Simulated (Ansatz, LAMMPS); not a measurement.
# Glassy 69SiO2-19Al2O3-6SrO-6Li2O (mol %) (106 atoms) under strain: runs compared

Aim: relax glassy 69SiO2-19Al2O3-6SrO-6Li2O (mol %) (106 atoms), then change its volume and shape to read moduli from the stress.

Computed with Ansatz 0.2.0: Kohn-Sham DFT, PBE, PAW (set soft_2), plane waves.

### 1. The cell as built

The cell holds 106 atoms: 22 Si, 12 Al, 2 Sr, 4 Li and 66 O. Cell: a = 11.257 Å, b = 11.257 Å, c = 11.257 Å, α = 90.0°, β = 90.0°, γ = 90.0°. 106 atoms (22 Si, 12 Al, 2 Sr, 4 Li, 66 O) placed at random at 2.56 g/cm³, melted at 4000 K for 10 ps at fixed volume with the Morse and Coulomb pair potential with partial charges (Pedone, Malavasi, Menziani, Cormack and Segre, J. Phys. Chem. B 110, 11780 (2006)). Quenched from 4000 K to 300 K at 50 K/ps and fixed volume, held 5 ps.

What the set-up can't give: The quench rate of 50 K/ps is orders of magnitude faster than experiment, which tends to freeze in extra defects. The network of bonds at the start is that of the classical potential that made the cell, and needn't be the one that DFT or experiment would give. Sampling is at Γ alone.

### 2. The reference run

The reference is a single point at the end of the relaxation.

Every strained cell starts from the geometry of this run, and its atoms are relaxed with the cell held.

Its input, with most atom lines left out:

```yaml
crystal:
  lattice:
    - [10.99094, 0.17627, 0.07261]
    - [0.17627, 11.06203, 0.22182]
    - [0.07261, 0.22182, 11.32501]
  atoms:
    - { symbol: Si, position: [0.38472, 0.45678, 0.71562] }
    - { symbol: Si, position: [0.00112, 0.55814, 0.89157] }
    - { symbol: Si, position: [0.42515, 0.92982, 0.30849] }
    - { symbol: Si, position: [0.85672, 0.77722, 0.59547] }
    - { symbol: Si, position: [0.02557, 0.41703, 0.3661] }
    - { symbol: Si, position: [0.45416, 0.31851, 0.50016] }
    - { symbol: Si, position: [0.68191, 0.60631, 0.27726] }
    [... atom lines 8 to 106 left out ...]
kpoints:
  mp_grid: { grid: [1, 1, 1] }
hamiltonian:
  xc: pbe
scf:
  occupations: { method: fixed }
output:
  forces: true
  stress: true
  populations: true
  dos:
    method: { smearing: { sigma: 0.08 } }
    de: 0.1
    projected: { site_lists: { Al: [Al], Li: [Li], O: [O], Si: [Si], Sr: [Sr] } }
  eigenvalues: true
  write_density: true
  write_potential: true
  volumetric_format: npy
```

| Property | Result |
| --- | --- |
| free energy per atom | -621.8964 eV/atom |
| r.m.s. force component | 0.00618 eV/Å |
| pressure | -0.009876 GPa |

Filled and empty levels are parted by 3.52 eV (at Γ alone); a semilocal functional tends to put such gaps too low. In a disordered cell it changes from sample to sample, and tail or defect levels can set it.

### 3. The runs

Each row is one run, on 4 threads of Intel Xeon Gold 6455B (Sapphire Rapids), shared host. The free energy is the program's total, comparable only between runs with the same functional, potentials and atoms.

```
                                 run  atoms    outcome  ionic steps, all passes  free energy (eV)   time  host memory (GiB)
           Single point at the start    106  converged                        -        -65912.055  5.6 s                1.8
              Cell and atoms relaxed    106  converged                       22        -65921.015  2 min                1.8
Single point at the relaxed geometry    106  converged                        -        -65921.015  9.7 s                1.9
                         Volume -3 %    106  converged                        8        -65920.772   53 s                1.9
                         Volume +3 %    106  converged                        7        -65920.771   46 s                1.9
                         Volume -6 %    106  converged                       10        -65920.020   64 s                1.8
                         Volume +6 %    106  converged                       11        -65920.079   74 s                2.0
                        Volume -10 %    106  converged                       11        -65918.199   71 s                1.7
            Stretched by 1 % along x    106  converged                        5        -65920.969   33 s                1.9
           Compressed by 1 % along x    106  converged                        6        -65920.968   37 s                1.9
                Sheared by 2 % in xy    106  converged                        6        -65920.940   39 s                1.9
```

In some runs the program notes that the SCF threshold is loose for the stress.

### 4. Pressure against volume

Atoms are relaxed at each volume, in the scaled cell.

```
volume change (%)  volume (Å³/atom)  energy change (meV/atom)  pressure (GPa)  largest move on relaxing (Å)  bonds  gap (eV)
              -10            11.683                     26.57            6.70                          0.56    164                3.85
               -6            12.202                      9.39            3.89                          0.36    162                3.71
               -3            12.591                      2.30            1.92                          0.18    161                3.62
               +0            12.981                      0.00           -0.01                             -    161                3.52
               +3            13.370                      2.31           -1.85                          0.14    161                3.40
               +6            13.760                      8.83           -3.56                          0.27    162                3.30
```

### 5. Uniaxial strain and shear

Stress (GPa, compression positive) less that of the relaxed cell, atoms relaxed:

```
                   strain      xx      yy      zz      xy  energy change (meV/atom)
 stretched by 1 % along x  -1.060  -0.487  -0.391   0.008                      0.44
compressed by 1 % along x   1.042   0.500   0.382   0.004                      0.45
     sheared by 2 % in xy  -0.001   0.036   0.018  -0.906                      0.71
```

### 6. Outcome

The bulk modulus, from the slope of pressure against ln V over the three points nearest the relaxed volume, is 63.0 GPa; between neighbouring points the slope runs 65, 63, 64, 62 and 59 GPa from the smallest volume up, without a steady fall, so no pressure derivative is given. The count of bonds runs from 161 to 164 over the series, so at some points contacts cross the cutoffs. At -10 % some atom moved by over 0.5 Å on relaxing, so that point may sit in another local minimum. The gap goes from 3.85 eV at the smallest volume to 3.30 eV at the largest, -3.3 eV per unit of ln V by a straight line, on the run's k-points. In the Cartesian axes of the cell, finite differences give C11 = 105, C12 = 49.4, C13 = 38.7 and C66 = 45.3 GPa (the shear of 2 % is the engineering strain, εxy = 0.01). The mean of C11, C12 and C13, which equals the bulk modulus in a cubic or isotropic solid, is 64.4 GPa: it agrees with the bulk modulus within 10 %. For an isotropic solid C66 would equal (C11 − C12)/2 = 27.9 GPa; so small a sample needn't be isotropic, and C66 rests on one shear. The two differ too much for isotropic moduli to be formed.

Caveats: Strains are finite and relaxations stop at the force tolerance of the input, which can leave moduli too stiff; they are those of a static cell at zero temperature. Volumes are changed with the cell's shape held, so in an anisotropic solid the modulus lies over the one under free hydrostatic load. The program notes that the SCF threshold of the relaxations is loose for the stress.

The DFT runs together took 9.2 min of wall time.

[Logs are printed without paths, hosts, clocks, repeated set-up lines and the standing remarks that a program may print on its own settings, such as how far it seeks lower states.]

[Hosts, paths, dates, database ids (printed as entryN), source tags and the programs' standing remarks are cut or masked in the printed files.]
